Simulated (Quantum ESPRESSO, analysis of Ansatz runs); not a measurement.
# A hop of F in Li2SnF6 (P-31m), charge +1 (Quantum ESPRESSO)

Wanted: path and barrier of a jump of F in Li2SnF6 (P-31m) at charge +1. The case: V_F hop (2.7 Å), in a cell of 72 host atoms with 1 F taken out.

Calculated with Quantum ESPRESSO 7.5; Quantum ESPRESSO plane-wave DFT, PBEsol, GBRV 1.5 PBEsol potentials; nudged elastic band between two relaxed defect structures at fixed charge in a uniform background.

## (1) The system as given

The cell holds 71 atoms: 16 Li, 8 Sn and 47 F. Its edges and angles: a = 9.882 Å, b = 9.882 Å, c = 9.112 Å, α = 90.0°, β = 90.0°, γ = 120.0°. It derives from Li2SnF6 (space group P-31m). Nearest the centre at fractional (0.418, 0.582, 0.750): F71 at 1.39 Å, Li28 at 1.45 Å, F66 at 2.41 Å, F14 at 2.44 Å, F33 at 2.48 Å, Li64 at 2.48 Å, F70 at 2.48 Å, Li11 at 2.49 Å. The cell carries charge +1.

The cell's shortest repeat is 9.1 Å.

## (2) Relaxation of the start point, charge +1

The ends come first: from an unrelaxed start the top is counted from too high an energy, and the barrier comes out too low. Small random displacements break the symmetry of the ideal sites, so that the defect can distort if it gains by it. The charge of +1 is set by the electron count, and a uniform background keeps the cell neutral.

Contents of pw.in:

```
&CONTROL
  calculation = 'relax'
  prefix = 'pwscf'
  outdir = './tmp'
  pseudo_dir = './pseudo'
  tprnfor = .true.
  disk_io = 'low'
  nstep = 70
  forc_conv_thr = 0.0012
  etot_conv_thr = 0.0001
/
&SYSTEM
  ibrav = 0
  nat = 71
  ntyp = 3
  ecutwfc = 40
  ecutrho = 324
  nbnd = 248
  occupations = 'fixed'
  tot_charge = 1
  nosym = .true.
/
&ELECTRONS
  conv_thr = 7d-08
  electron_maxstep = 100
  mixing_beta = 0.5
/
&IONS
  ion_dynamics = 'bfgs'
/
ATOMIC_SPECIES
Li     6.9400 li_pbesol_v1.4.uspp.F.UPF
Sn   118.7100 sn_pbesol_v1.4.uspp.F.UPF
F     18.9984 f_pbesol_v1.4.uspp.F.UPF
CELL_PARAMETERS angstrom
   9.8824569602    0.0000000007    0.0000000000
  -4.9412285801    8.5584588632    0.0000000000
   0.0000000000    0.0000000000    9.1124854425
ATOMIC_POSITIONS crystal
Li     0.3333333350    0.1666666650    0.2500000000
Li     0.1666666650    0.3333333350    0.2500000000
Sn     0.0000000000    0.0000000000    0.0000000000
F      0.1636778077    0.1636778077    0.1269222396
F      0.3363221923    0.3363221923    0.3730777604
F      0.3363221923    0.0000000000    0.1269222396
F      0.1636778077    0.0000000000    0.3730777604
F      0.0000000000    0.3363221922    0.1269222396
F      0.0000000000    0.1636778077    0.3730777604
Li     0.3343609414    0.1690305070    0.7524251876
Li     0.1637787908    0.3328894541    0.7484815534
Sn     0.0000000000    0.0000000000    0.5000000000
F      0.1611929068    0.1628189786    0.6246377970
F      0.3360357930    0.3331611097    0.8733109428
F      0.3363221923    0.0000000000    0.6269222396
F      0.1636778077    0.0000000000    0.8730777604
F     -0.0013961990    0.3357448128    0.6239053187
F      0.0000000000    0.1636778077    0.8730777604
Li     0.3333333350    0.6666666650    0.2500000000
Li     0.1666666650    0.8333333350    0.2500000000
Sn     0.0000000000    0.5000000000    0.0000000000
F      0.1636778077    0.6636778077    0.1269222396
F      0.3363221923    0.8363221923    0.3730777604
F      0.3390382237    0.5032164692    0.1264033811
F      0.1636778077    0.5000000000    0.3730777604
F      0.0000000000    0.8363221922    0.1269222396
F      0.0000000000    0.6636778078    0.3730777604
Li     0.3323106184    0.6662162723    0.7468517483
Li     0.1666666650    0.8333333350    0.7500000000
Sn     0.0000000000    0.5000000000    0.5000000000
F      0.1612163978    0.6631191143    0.6246944340
F      0.3386109847    0.8366783300    0.8754201439
F      0.1631808511    0.4995558095    0.8698257468
F      0.0000000000    0.8363221922    0.6269222396
F      0.0000000000    0.6636778078    0.8730777604
Li     0.8333333350    0.1666666650    0.2500000000
Li     0.6666666650    0.3333333350    0.2500000000
Sn     0.5000000000    0.0000000000    0.0000000000
F      0.6636778077    0.1636778077    0.1269222396
F      0.8363221923    0.3363221923    0.3730777604
F      0.8363221923    0.0000000000    0.1269222396
F      0.6636778077    0.0000000000    0.3730777604
F      0.5000000000    0.3363221922    0.1269222396
F      0.5000000000    0.1636778077    0.3730777604
Li     0.8333333350    0.1666666650    0.7500000000
Li     0.6666666650    0.3333333350    0.7500000000
Sn     0.5000000000    0.0000000000    0.5000000000
F      0.6636778077    0.1636778077    0.6269222396
F      0.8363221923    0.3363221923    0.8730777604
F      0.8363221923    0.0000000000    0.6269222396
F      0.6622708087    0.0009800673    0.8754774729
F      0.5018459876    0.3384524965    0.6293957510
F      0.5000000000    0.1636778077    0.8730777604
Li     0.8333333350    0.6666666650    0.2500000000
Li     0.6666666650    0.8333333350    0.2500000000
Sn     0.4990892088    0.4967826167    0.0010651474
F      0.6636778077    0.6636778077    0.1269222396
F      0.8363221923    0.8363221923    0.3730777604
F      0.8363221923    0.5000000000    0.1269222396
F      0.6636778077    0.5000000000    0.3730777604
F      0.5000000000    0.8363221922    0.1269222396
F      0.5011009041    0.6618112444    0.3747802508
Li     0.8303625715    0.6667890204    0.7501161561
Li     0.6665978169    0.8341482671    0.7468399619
Sn     0.5011954305    0.5005353647    0.5030940832
F      0.6611089968    0.6611631001    0.6251229456
F      0.8368744109    0.8389190093    0.8710197951
F      0.8363221923    0.5000000000    0.6269222396
F      0.6659563232    0.5013578891    0.8755682899
F      0.4995067015    0.8340502048    0.6245140558
F      0.4980906359    0.6651072440    0.8740459998
K_POINTS gamma
```

The run is started by

```bash
OMP_NUM_THREADS=1 mpirun -n 4 pw.x -in pw.in > pw.out
```

Log:

```text
[shortened: banners, details of potentials and solvers, and blank lines are left out]
     gamma-point specific algorithms are used
     one sub-group per band group will be used
     scalapack distributed-memory algorithm (size of sub-group:  2*  2 procs)
     bravais-lattice index     =            0
     lattice parameter (alat)  =      18.6751  a.u.
     unit-cell volume          =    5201.0850 (a.u.)^3
     number of atoms/cell      =           71
     number of atomic types    =            3
     number of electrons       =       488.00
     number of Kohn-Sham states=          248
     kinetic-energy cutoff     =      40.0000  Ry
     charge density cutoff     =     324.0000  Ry
     scf convergence threshold =      7.0E-08
     mixing beta               =       0.5000
     number of iterations used =            8  plain     mixing
     energy convergence thresh.=      1.0E-04
     force convergence thresh. =      1.2E-03
     Exchange-correlation= SLA  PW   PSX  PSC
     nstep                     =           70
     crystal axes: (cart. coord. in units of alat)
               a(1) = (   1.000000   0.000000   0.000000 )
               a(2) = (  -0.500000   0.866025   0.000000 )
               a(3) = (   0.000000   0.000000   0.922087 )
     PseudoPot. # 1 for Li read from file:
     li_pbesol_v1.4.uspp.F.UPF
     Pseudo is Ultrasoft, Zval =  3.0
     PseudoPot. # 2 for Sn read from file:
     sn_pbesol_v1.4.uspp.F.UPF
     Pseudo is Ultrasoft + core correction, Zval = 14.0
[...]
PseudoPot. # 3 for F  read from file:
     f_pbesol_v1.4.uspp.F.UPF
     Pseudo is Ultrasoft, Zval =  7.0
     atomic species   valence    mass     pseudopotential
     Li                3.00     6.94000     Li( 1.00)
     Sn               14.00   118.71000     Sn( 1.00)
     F                 7.00    18.99840     F ( 1.00)
     No symmetry found
     site n.     atom                  positions (alat units)
         1        Li     tau(   1) = (   0.2500000   0.1443376   0.2305218  )
         2        Li     tau(   2) = (  -0.0000000   0.2886751   0.2305218  )
         3        Sn     tau(   3) = (   0.0000000   0.0000000   0.0000000  )
         4        F      tau(   4) = (   0.0818389   0.1417491   0.1170334  )
         5        F      tau(   5) = (   0.1681611   0.2912636   0.3440102  )
         6        F      tau(   6) = (   0.3363222   0.0000000   0.1170334  )
         7        F      tau(   7) = (   0.1636778   0.0000000   0.3440102  )
         8        F      tau(   8) = (  -0.1681611   0.2912636   0.1170334  )
[...]
number of k points=     1
                       cart. coord. in units 2pi/alat
        k(    1) = (   0.0000000   0.0000000   0.0000000), wk =   2.0000000
     Dense  grid:   256154 G-vectors     FFT dimensions: ( 108, 108, 100)
     Smooth grid:    88889 G-vectors     FFT dimensions: (  75,  75,  72)
     starting charge     473.7867, renormalised to     488.0000
     Self-consistent Calculation
     iteration #  1     ecut=    40.00 Ry     beta= 0.50
     total energy              =   -3786.66963205 Ry
     estimated scf accuracy    <       5.82480772 Ry
     iteration #  2     ecut=    40.00 Ry     beta= 0.50
     total energy              =   -3788.32502097 Ry
     estimated scf accuracy    <       0.54021739 Ry
     iteration #  3     ecut=    40.00 Ry     beta= 0.50
     total energy              =   -3788.41256536 Ry
     estimated scf accuracy    <       0.05480481 Ry
[...]
estimated scf accuracy    <       0.00000015 Ry
[... 120 further cycles ...]
     iteration #  5     ecut=    40.00 Ry     beta= 0.50
     total energy              =   -3788.51157673 Ry
     estimated scf accuracy    <       0.00000001 Ry
     iteration #  6     ecut=    40.00 Ry     beta= 0.50
     total energy              =   -3788.51157673 Ry
     estimated scf accuracy    <          1.2E-09 Ry
     iteration #  7     ecut=    40.00 Ry     beta= 0.50
     End of self-consistent calculation
          k = 0.0000 0.0000 0.0000 ( 11133 PWs)   bands (ev):
   -38.3200 -38.3161 -38.1496 -38.1415 -38.1364 -38.1331 -38.1190 -38.1144
   -38.1100 -38.1044 -38.0881 -38.0797 -38.0421 -38.0399 -37.9833 -37.9829
   -19.8395 -19.6743 -19.2742 -19.0087 -18.9987 -18.9873 -18.9805 -18.9616
   -18.9188 -18.9035 -18.8954 -18.8700 -18.8607 -18.8490 -18.8406 -18.8379
   -18.8351 -18.8215 -18.8131 -18.7550 -18.5787 -18.5512 -18.5473 -18.4722
   -18.3531 -18.3516 -18.2914 -18.2678 -18.2172 -18.1945 -18.1583 -18.1461
   -18.1295 -18.1004 -18.0645 -18.0513 -18.0419 -18.0208 -17.9697 -17.9603
   -17.9567 -17.9428 -17.9145 -17.8848 -17.8814 -17.8765 -17.8714 -17.2056
[...]
highest occupied, lowest unoccupied level (ev):     1.8546    6.3671
!    total energy              =   -3788.51157673 Ry
     estimated scf accuracy    <          3.0E-10 Ry
     The total energy is the sum of the following terms:
     one-electron contribution =   -1753.32007560 Ry
     hartree contribution      =    1147.48449960 Ry
     xc contribution           =    -829.36717735 Ry
     ewald contribution        =   -2353.30882338 Ry
     convergence has been achieved in   7 iterations
     Forces acting on atoms (cartesian axes, Ry/au):
     atom    1 type  1   force =    -0.00012812    0.00015268    0.00041630
     atom    2 type  1   force =    -0.00040197   -0.00026352    0.00024450
     atom    3 type  2   force =     0.00021478   -0.00018698    0.00039540
     atom    4 type  3   force =    -0.00010646    0.00077690    0.00038584
     atom    5 type  3   force =     0.00025054    0.00011842   -0.00017248
     atom    6 type  3   force =    -0.00034151    0.00001598    0.00023344
     atom    7 type  3   force =     0.00054029    0.00005740    0.00015034
     atom    8 type  3   force =     0.00006192    0.00010895   -0.00005716
[...]
Total force =     0.006133     Total SCF correction =     0.000039
     Energy error            =      8.2E-05 Ry
     Gradient error          =      1.3E-03 Ry/Bohr
     number of scf cycles    =  18
     number of bfgs steps    =  17
     energy             old  =   -3788.5114944579 Ry
     energy             new  =   -3788.5115767333 Ry
     CASE: energy            _new < energy            _old
     new trust radius        =       0.0064139102 bohr
     new conv_thr            =       0.0000000007 Ry
ATOMIC_POSITIONS (crystal)
Li               0.3304797624        0.1624138292        0.2468362977
Li               0.1638494603        0.3337067559        0.2480052500
Sn              -0.0022992733       -0.0021776989        0.0014128117
F                0.1633602166        0.1643794527        0.1250737830
F                0.3402983560        0.3418046009        0.3814552606
F                0.3378302511        0.0021001929        0.1298855825
F                0.1633267497        0.0014479602        0.3738906620
F                0.0013789175        0.3369813680        0.1261155791
[...]
Self-consistent Calculation
     iteration #  1     ecut=    40.00 Ry     beta= 0.50
     total energy              =   -3788.51162818 Ry
     estimated scf accuracy    <       0.00002414 Ry
     iteration #  2     ecut=    40.00 Ry     beta= 0.50
     total energy              =   -3788.51163034 Ry
     estimated scf accuracy    <       0.00000295 Ry
     iteration #  3     ecut=    40.00 Ry     beta= 0.50
     total energy              =   -3788.51163072 Ry
     estimated scf accuracy    <       0.00000044 Ry
[...]
estimated scf accuracy    <       0.00000005 Ry
     iteration #  5     ecut=    40.00 Ry     beta= 0.50
     total energy              =   -3788.51163081 Ry
     estimated scf accuracy    <          6.2E-09 Ry
     iteration #  6     ecut=    40.00 Ry     beta= 0.50
     total energy              =   -3788.51163081 Ry
     estimated scf accuracy    <          8.0E-10 Ry
     iteration #  7     ecut=    40.00 Ry     beta= 0.50
     End of self-consistent calculation
          k = 0.0000 0.0000 0.0000 ( 11133 PWs)   bands (ev):
   -38.3188 -38.3149 -38.1492 -38.1408 -38.1340 -38.1318 -38.1195 -38.1155
   -38.1107 -38.1047 -38.0841 -38.0756 -38.0415 -38.0396 -37.9824 -37.9821
   -19.8352 -19.6746 -19.2739 -19.0087 -19.0008 -18.9885 -18.9798 -18.9633
   -18.9191 -18.9030 -18.8983 -18.8671 -18.8579 -18.8460 -18.8395 -18.8345
   -18.8318 -18.8206 -18.8123 -18.7561 -18.5785 -18.5505 -18.5475 -18.4719
   -18.3516 -18.3493 -18.2920 -18.2682 -18.2190 -18.1955 -18.1586 -18.1465
   -18.1294 -18.1021 -18.0642 -18.0489 -18.0423 -18.0201 -17.9702 -17.9619
   -17.9569 -17.9429 -17.9141 -17.8834 -17.8794 -17.8758 -17.8693 -17.1964
[...]
highest occupied, lowest unoccupied level (ev):     1.8552    6.3795
!    total energy              =   -3788.51163081 Ry
     estimated scf accuracy    <          1.5E-10 Ry
     The total energy is the sum of the following terms:
     one-electron contribution =   -1753.03246319 Ry
     hartree contribution      =    1147.33645940 Ry
     xc contribution           =    -829.36274476 Ry
     ewald contribution        =   -2353.45288225 Ry
     convergence has been achieved in   7 iterations
     Forces acting on atoms (cartesian axes, Ry/au):
     atom    1 type  1   force =    -0.00008742    0.00020528    0.00051914
     atom    2 type  1   force =    -0.00035824   -0.00014026    0.00034873
     atom    3 type  2   force =     0.00007826   -0.00008941    0.00029962
     atom    4 type  3   force =     0.00000535    0.00041826    0.00023440
     atom    5 type  3   force =    -0.00022432   -0.00053269   -0.00051281
     atom    6 type  3   force =     0.00010178    0.00001452   -0.00023848
     atom    7 type  3   force =    -0.00004858    0.00007697    0.00038629
     atom    8 type  3   force =    -0.00007928    0.00031458   -0.00022471
[...]
Total force =     0.005161     Total SCF correction =     0.000031
     Energy error            =      5.4E-05 Ry
     Gradient error          =      1.2E-03 Ry/Bohr
     bfgs converged in  19 scf cycles and  18 bfgs steps
     (criteria: energy <  1.0E-04 Ry, force <  1.2E-03 Ry/Bohr)
     End of BFGS Geometry Optimization
     Final energy             =   -3788.5116308116 Ry
Begin final coordinates
ATOMIC_POSITIONS (crystal)
Li               0.3304797624        0.1624138292        0.2468362977
Li               0.1638494603        0.3337067559        0.2480052500
Sn              -0.0022992733       -0.0021776989        0.0014128117
F                0.1633602166        0.1643794527        0.1250737830
F                0.3402983560        0.3418046009        0.3814552606
F                0.3378302511        0.0021001929        0.1298855825
F                0.1633267497        0.0014479602        0.3738906620
F                0.0013789175        0.3369813680        0.1261155791
[...]
End final coordinates
   JOB DONE.
```

It took 10 min on 4 MPI ranks of Arm Neoverse V1, shared host; peak memory 1.3 GiB; 41 min of CPU time.

Step by step:

| step | energy less that of the first step (eV) |
| --- | --- |
| 0 | 0.0000 |
| 1 | -0.4604 |
| 2 | -0.7458 |
| 3 | -0.9930 |
| 4 | -1.1081 |
| 5 | -1.1474 |
| 6 | -1.1781 |
| 7 | -1.1947 |
| 8 | -1.2119 |
| 9 | -1.2242 |
| 10 | -1.2339 |
| 11 | -1.2402 |
| 12 | -1.2451 |
| 13 | -1.2490 |
| 14 | -1.2522 |
| 15 | -1.2547 |
| 16 | -1.2564 |
| 17 | -1.2575 |
| 18 | -1.2583 |

The atoms that moved most (Å):

| atom | dx | dy | dz | length |
| --- | --- | --- | --- | --- |
| Sn65 | 0.282 | -0.006 | -0.217 | 0.356 |
| F60 | 0.243 | 0.000 | -0.140 | 0.281 |
| Li28 | -0.107 | 0.150 | 0.197 | 0.270 |
| Li11 | -0.088 | -0.142 | 0.182 | 0.247 |
| Li37 | 0.082 | -0.042 | -0.106 | 0.140 |
| Li54 | 0.081 | 0.042 | -0.106 | 0.140 |
| F14 | -0.054 | 0.074 | -0.079 | 0.121 |
| F71 | -0.016 | -0.060 | -0.087 | 0.107 |

Neighbours of F71 at the end:

| atom | distance (Å) |
| --- | --- |
| Li28 | 1.956 |
| Sn56 | 1.999 |
| Li64 | 2.014 |
| F66 | 2.699 |
| F14 | 2.707 |
| F70 | 2.760 |
| F33 | 2.792 |
| F69 | 2.801 |
| F24 | 2.859 |

Numbers from this step:

```yaml
highest_filled_level: 1.855 eV
lowest_empty_level: 6.380 eV
r_m_s_move_of_the_farther_half_of_the_atoms: 0.04518 Å
largest_move_from_the_ideal_geometry_of_this_structure_a_common_shift_of_the_far_atoms_taken_out: 0.3369 Å
```

The relaxation gained 1.258 eV and ended with a largest force component of 0.030 eV/Å.

(Continued in part 2 of 3.)

[Long decimals in the printed logs are rounded to 6 places.]

[Repeated set-up lines and some long k-point lines are left out of the logs, and relaxed atomic positions are cut to six decimals.]

[Logs are printed without paths, hosts, clocks, repeated set-up lines and the standing remarks that a program may print on its own settings, such as how far it seeks lower states.]

[Hosts, paths, dates, database ids (printed as entryN), source tags and the programs' standing remarks are cut or masked in the printed files.]
